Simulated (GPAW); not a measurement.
# How the smearing moves the magnetism of 1 ML Co on Os(0001), fcc site, 2 substrate layers, part 2 of 2

Aim: see how far moments and order energies of 1 ML Co on Os(0001), fcc site, 2 substrate layers move with the smearing, and what each rung costs.

GPAW 26.7.0; LDA; plane waves with GPAW's PAW setups, scalar-relativistic.

So far, largest spin moment in the augmentation sphere (μB): step 2 (rung 1 (width 0.4 eV), start ferro +) 0.963; step 3 (rung 1 (width 0.4 eV), start antiferro q=(0,1/2,0) +-) 0.510; step 4 (rung 2 (width 0.2 eV), start ferro +) 1.49; step 5 (rung 2 (width 0.2 eV), start antiferro q=(0,1/2,0) +-) 1.14; step 6 (rung 3 (width 0.1 eV), start ferro +) 1.53.

**7. Rung 3 (width 0.1 eV), start antiferro q=(0,1/2,0) +-**

order2.py reads:

```python
import json
import numpy as np
from ase import Atoms
from ase.parallel import paropen, parprint
from gpaw import GPAW

atoms = Atoms(['Os', 'Os', 'Os', 'Os', 'Co', 'Co'],
    cell=[[2.7341, 0.0, 0.0],
         [-2.7341, 4.7356, 0.0],
         [0.0, 0.0, 18.247237]],
    scaled_positions=[[0.0, 0.0, 0.38362],
         [0.0, 0.5, 0.38362],
         [0.666667, 0.1666665, 0.501986],
         [0.666667, 0.6666665, 0.501986],
         [0.333333, 0.3333335, 0.61638],
         [0.333333, 0.8333335, 0.61638]],
    pbc=True,
    magmoms=[0.0, 0.0, 0.0, 0.0, 2.0, -2.0])
atoms.calc = GPAW(mode={'name': 'pw', 'ecut': 550},
    xc='LDA',
    kpts={'size': (12, 6, 1), 'gamma': True},
    occupations={'name': 'fermi-dirac', 'width': 0.1},
    convergence={'density': 1e-05, 'energy': 1e-05},
    maxiter=200,
    symmetry={'tolerance': 1e-4},
    txt='order2.txt')
e = atoms.get_potential_energy(force_consistent=True)
res = {'free_energy': e, 'energy_sigma0': atoms.get_potential_energy(), 'fermi_energy': atoms.calc.get_fermi_level()}
res['moments'] = atoms.get_magnetic_moments().tolist()
res['total'] = atoms.get_magnetic_moment()
parprint('site moments (muB):', np.round(res['moments'], 3))
parprint(f"total moment: {res['total']:.3f} muB")
parprint(f'free energy: {e:.6f} eV')
atoms.calc.write('order2.gpw')
with paropen('results.json', 'w') as f:
    json.dump(res, f)
```

Launch:

```bash
> OMP_NUM_THREADS=1 mpirun -n 4 gpaw python order2.py > order2.log
```

Numbers of over 12 decimals in the logs are rounded to 6 here.

The program printed:

```text
site moments (muB): [-0.044  0.044  0.01  -0.01   1.214 -1.214]
total moment: -0.000 muB
free energy: -62.933128 eV

--- order2.txt ---
Input parameters:
  mode=PW(ecut=550),
  convergence={'density': 1e-05, 'energy': 1e-05},
  kpts=MonkhorstPack(size=(12, 6, 1), gamma=True),
  maxiter=200,
  occupations=Occupations(name='fermi-dirac', width=0.1),
  symmetry=Symmetry(tolerance=0.0001),
  xc=XC(name='LDA')

[...]
|         31 |         0.131 |     1.000 |         0.131 |     1.000 |
[...]
|         41 |         2.287 |     0.000 |         2.287 |     0.000 |
|         42 |         2.469 |     0.000 |         2.469 |     0.000 |
|         43 |         2.733 |     0.000 |         2.733 |     0.000 |
|        ... |               |           |               |           |
|         48 |         5.482 |     0.000 |         5.482 |     0.000 |

No gap
No difference between direct/indirect transitions

[key lines of the parts left out:]
Free energy:     -62.933128
Converged in 29 steps
dipole moment: (-6.386449, -18.890060, 0.054248)  # |e|*Ang
Fermi level: 1.158
```

Elapsed: 3.2 min, on 4 MPI ranks of Intel Xeon Platinum 8488C (Sapphire Rapids), shared host; peak memory 1.6 GiB; 13 min of CPU time.

Read from the output:

- magnetization: 0 μB
- final state: antiferromagnetic
- largest moment: 1.214 μB

This start lies +76.7 meV a seeded atom from the first, a change of +23.6 meV since rung 2; its largest moment is 1.21 μB.

**8. Rung 4 (width 0.05 eV), start ferro +**

order1.py reads:

```python
import json
import numpy as np
from ase import Atoms
from ase.parallel import paropen, parprint
from gpaw import GPAW

atoms = Atoms(['Os', 'Os', 'Co'],
    cell=[[2.7341, 0.0, 0.0],
         [-1.36705, 2.3678, 0.0],
         [0.0, 0.0, 18.247237]],
    scaled_positions=[[0.0, 0.0, 0.38362],
         [0.666667, 0.333333, 0.501986],
         [0.333333, 0.666667, 0.61638]],
    pbc=True,
    magmoms=[0.0, 0.0, 2.0])
atoms.calc = GPAW(mode={'name': 'pw', 'ecut': 550},
    xc='LDA',
    kpts={'size': (12, 12, 1), 'gamma': True},
    occupations={'name': 'fermi-dirac', 'width': 0.05},
    convergence={'density': 1e-05, 'energy': 1e-05},
    maxiter=200,
    symmetry={'tolerance': 1e-4},
    txt='order1.txt')
e = atoms.get_potential_energy(force_consistent=True)
res = {'free_energy': e, 'energy_sigma0': atoms.get_potential_energy(), 'fermi_energy': atoms.calc.get_fermi_level()}
res['moments'] = atoms.get_magnetic_moments().tolist()
res['total'] = atoms.get_magnetic_moment()
parprint('site moments (muB):', np.round(res['moments'], 3))
parprint(f"total moment: {res['total']:.3f} muB")
parprint(f'free energy: {e:.6f} eV')
atoms.calc.write('order1.gpw')
with paropen('results.json', 'w') as f:
    json.dump(res, f)
```

Launch:

```bash
> OMP_NUM_THREADS=1 mpirun -n 4 gpaw python order1.py > order1.log
```

The program printed:

```text
site moments (muB): [-0.186  0.004  1.537]
total moment: 1.342 muB
free energy: -31.497597 eV

--- order1.txt ---
Input parameters:
  mode=PW(ecut=550),
  convergence={'density': 1e-05, 'energy': 1e-05},
  kpts=MonkhorstPack(size=(12, 12, 1), gamma=True),
  maxiter=200,
  occupations=Occupations(name='fermi-dirac', width=0.05),
  symmetry=Symmetry(tolerance=0.0001),
  xc=XC(name='LDA')

Diagonalizing LCAO Hamiltonian
[...]
|         13 |        -1.266 |     1.000 |        -1.278 |     1.000 |
|         14 |        -1.186 |     1.000 |        -0.203 |     1.000 |
[...]
|         24 |         2.742 |     0.000 |         2.767 |     0.000 |
|         25 |         5.965 |     0.000 |         6.001 |     0.000 |
|         26 |         6.556 |     0.000 |         6.574 |     0.000 |
|         27 |         7.532 |     0.000 |         7.576 |     0.000 |

No gap
No difference between direct/indirect transitions

[key lines of the parts left out:]
Free energy:     -31.497597
Converged in 23 steps
dipole moment: (-3.193218, -9.445011, 0.025675)  # |e|*Ang
Fermi level: 1.152
```

It took 23 s on 4 MPI ranks; peak memory 0.89 GiB.

Read from the output:

```yaml
magnetization: 1.342 μB
final_state: ferromagnetic
largest_moment: 1.537 μB
```

The largest moment is that of rung 3, at 1.0 times its CPU time.

**9. Rung 4 (width 0.05 eV), start antiferro q=(0,1/2,0) +-**

order2.py is the script of step 7 with these lines changed:

```diff
@@ -21,3 +21,3 @@
     kpts={'size': (12, 6, 1), 'gamma': True},
-    occupations={'name': 'fermi-dirac', 'width': 0.1},
+    occupations={'name': 'fermi-dirac', 'width': 0.05},
     convergence={'density': 1e-05, 'energy': 1e-05},
```

Launch:

```bash
> OMP_NUM_THREADS=1 mpirun -n 4 gpaw python order2.py > order2.log
```

The program printed:

```text
site moments (muB): [-0.051  0.051  0.011 -0.011  1.23  -1.23 ]
total moment: -0.000 muB
free energy: -62.828444 eV

--- order2.txt ---
Input parameters:
  mode=PW(ecut=550),
  convergence={'density': 1e-05, 'energy': 1e-05},
  kpts=MonkhorstPack(size=(12, 6, 1), gamma=True),
  maxiter=200,
  occupations=Occupations(name='fermi-dirac', width=0.05),
  symmetry=Symmetry(tolerance=0.0001),
  xc=XC(name='LDA')

[...]
|         31 |         0.126 |     1.000 |         0.126 |     1.000 |
[...]
|         41 |         2.283 |     0.000 |         2.283 |     0.000 |
|         42 |         2.464 |     0.000 |         2.464 |     0.000 |
|         43 |         2.724 |     0.000 |         2.724 |     0.000 |
|        ... |               |           |               |           |
|         48 |         5.476 |     0.000 |         5.476 |     0.000 |

No gap
No difference between direct/indirect transitions

[key lines of the parts left out:]
Free energy:     -62.828444
Converged in 27 steps
dipole moment: (-6.385878, -18.892196, 0.052781)  # |e|*Ang
Fermi level: 1.165
```

The job ended after 3 min (4 MPI ranks; peak memory 1.6 GiB; 12 min of CPU time).

This step gave:

| Property | Result |
| --- | --- |
| magnetization | 0 μB |
| final state | antiferromagnetic |
| largest moment | 1.230 μB |

This start lies +83.4 meV a seeded atom from the first, a change of +6.6 meV since rung 3; its largest moment is 1.23 μB.

**10. Rung 5 (width 0.02 eV), start ferro +**

order1.py is the script of step 8 with these lines changed:

```diff
@@ -18,3 +18,3 @@
     kpts={'size': (12, 12, 1), 'gamma': True},
-    occupations={'name': 'fermi-dirac', 'width': 0.05},
+    occupations={'name': 'fermi-dirac', 'width': 0.02},
     convergence={'density': 1e-05, 'energy': 1e-05},
```

Launch:

```bash
> OMP_NUM_THREADS=1 mpirun -n 4 gpaw python order1.py > order1.log
```

The program printed:

```text
site moments (muB): [-0.195  0.006  1.533]
total moment: 1.337 muB
free energy: -31.485567 eV

--- order1.txt ---
Input parameters:
  mode=PW(ecut=550),
  convergence={'density': 1e-05, 'energy': 1e-05},
  kpts=MonkhorstPack(size=(12, 12, 1), gamma=True),
  maxiter=200,
  occupations=Occupations(name='fermi-dirac', width=0.02),
  symmetry=Symmetry(tolerance=0.0001),
  xc=XC(name='LDA')

Diagonalizing LCAO Hamiltonian
[...]
|         13 |        -1.265 |     1.000 |        -1.281 |     1.000 |
|         14 |        -1.185 |     1.000 |        -0.203 |     1.000 |
[...]
|         24 |         2.741 |     0.000 |         2.762 |     0.000 |
|         25 |         5.966 |     0.000 |         6.003 |     0.000 |
|         26 |         6.555 |     0.000 |         6.576 |     0.000 |
|         27 |         7.531 |     0.000 |         7.578 |     0.000 |

No gap
No difference between direct/indirect transitions

[key lines of the parts left out:]
Free energy:     -31.485567
Converged in 23 steps
dipole moment: (-3.192756, -9.445074, 0.025218)  # |e|*Ang
Fermi level: 1.154
```

Wall time 23 s (4 MPI ranks); peak memory 0.89 GiB; 92 s of CPU time.

Numbers from this step:

```yaml
magnetization: 1.337 μB
final_state: ferromagnetic
largest_moment: 1.533 μB
```

The largest moment is that of rung 4, at 1.0 times its CPU time.

**11. Rung 5 (width 0.02 eV), start antiferro q=(0,1/2,0) +-**

order2.py is the script of step 9 with these lines changed:

```diff
@@ -21,3 +21,3 @@
     kpts={'size': (12, 6, 1), 'gamma': True},
-    occupations={'name': 'fermi-dirac', 'width': 0.05},
+    occupations={'name': 'fermi-dirac', 'width': 0.02},
     convergence={'density': 1e-05, 'energy': 1e-05},
```

Launch:

```bash
> OMP_NUM_THREADS=1 mpirun -n 4 gpaw python order2.py > order2.log
```

The program printed:

```text
site moments (muB): [-0.051  0.051  0.012 -0.012  1.228 -1.228]
total moment: 0.000 muB
free energy: -62.801871 eV

--- order2.txt ---
Input parameters:
  mode=PW(ecut=550),
  convergence={'density': 1e-05, 'energy': 1e-05},
  kpts=MonkhorstPack(size=(12, 6, 1), gamma=True),
  maxiter=200,
  occupations=Occupations(name='fermi-dirac', width=0.02),
  symmetry=Symmetry(tolerance=0.0001),
  xc=XC(name='LDA')

[...]
|         31 |         0.123 |     1.000 |         0.123 |     1.000 |
[...]
|         41 |         2.281 |     0.000 |         2.281 |     0.000 |
|         42 |         2.459 |     0.000 |         2.459 |     0.000 |
|         43 |         2.717 |     0.000 |         2.717 |     0.000 |
|        ... |               |           |               |           |
|         48 |         5.472 |     0.000 |         5.472 |     0.000 |

No gap
No difference between direct/indirect transitions

[key lines of the parts left out:]
Free energy:     -62.801871
Converged in 27 steps
dipole moment: (-6.385324, -18.894221, 0.051677)  # |e|*Ang
Fermi level: 1.171
```

Run time: 3.2 min. Hardware: 4 MPI ranks; peak memory 1.6 GiB; 13 min of CPU time.

Read from the output:

```yaml
magnetization: 0 μB
final_state: antiferromagnetic
largest_moment: 1.228 μB
```

This start lies +84.6 meV a seeded atom from the first, a change of +1.3 meV since rung 4; its largest moment is 1.23 μB.

**12. Side by side**

Ladder, by row:

```
rung  smearing (eV)  state from the first start  state from the second start  second less first (meV a seeded atom)  moment, first (μB)  moment, second (μB)  CPU time (s)
   1            0.4               ferromagnetic            antiferromagnetic                                   7.73              0.9626               0.5105         944.3
   2            0.2               ferromagnetic            antiferromagnetic                                  53.11               1.487                1.144         867.2
   3            0.1               ferromagnetic            antiferromagnetic                                  76.74               1.532                1.214         847.4
   4           0.05               ferromagnetic            antiferromagnetic                                  83.37               1.537                 1.23         802.2
   5           0.02               ferromagnetic            antiferromagnetic                                  84.63               1.533                1.228         847.2
```

**13. Summary of results**

- range of the moment in the table, first start: 0.963 to 1.54 μB
- range of CPU time: 13 min to 16 min
- range of the energy difference: 7.73 to 84.6 meV a seeded atom
- first rung from which all stay within 4.2 meV of the last: 4

In words: From rung 4 on the result stays within 1.3 meV of the last rung, inside the margin of 4.2 meV set for it, at 95 % of the last rung's cost. The first start ends lower on every rung of the table; whether functional and cell give the true order is another question. The mesh stays the same, and a narrow smearing needs a finer one, so the last rung is no sure reference.

[Logs and program files are shortened in this print: banners, set-up blocks, solver, clock and traceback lines can be left out without a mark of their own.]

[Logs are printed without paths, hosts, clocks, repeated set-up lines and the standing remarks that a program may print on its own settings, such as how far it seeks lower states.]

[Hosts, paths, dates, database ids (printed as entryN), source tags and the programs' standing remarks are cut or masked in the printed files.]

[Where a cell is said to come from a database of computed structures, the database is the Materials Project.]

[Lattice constants of own cells that a recipe calls measured were typed without a cited source.]
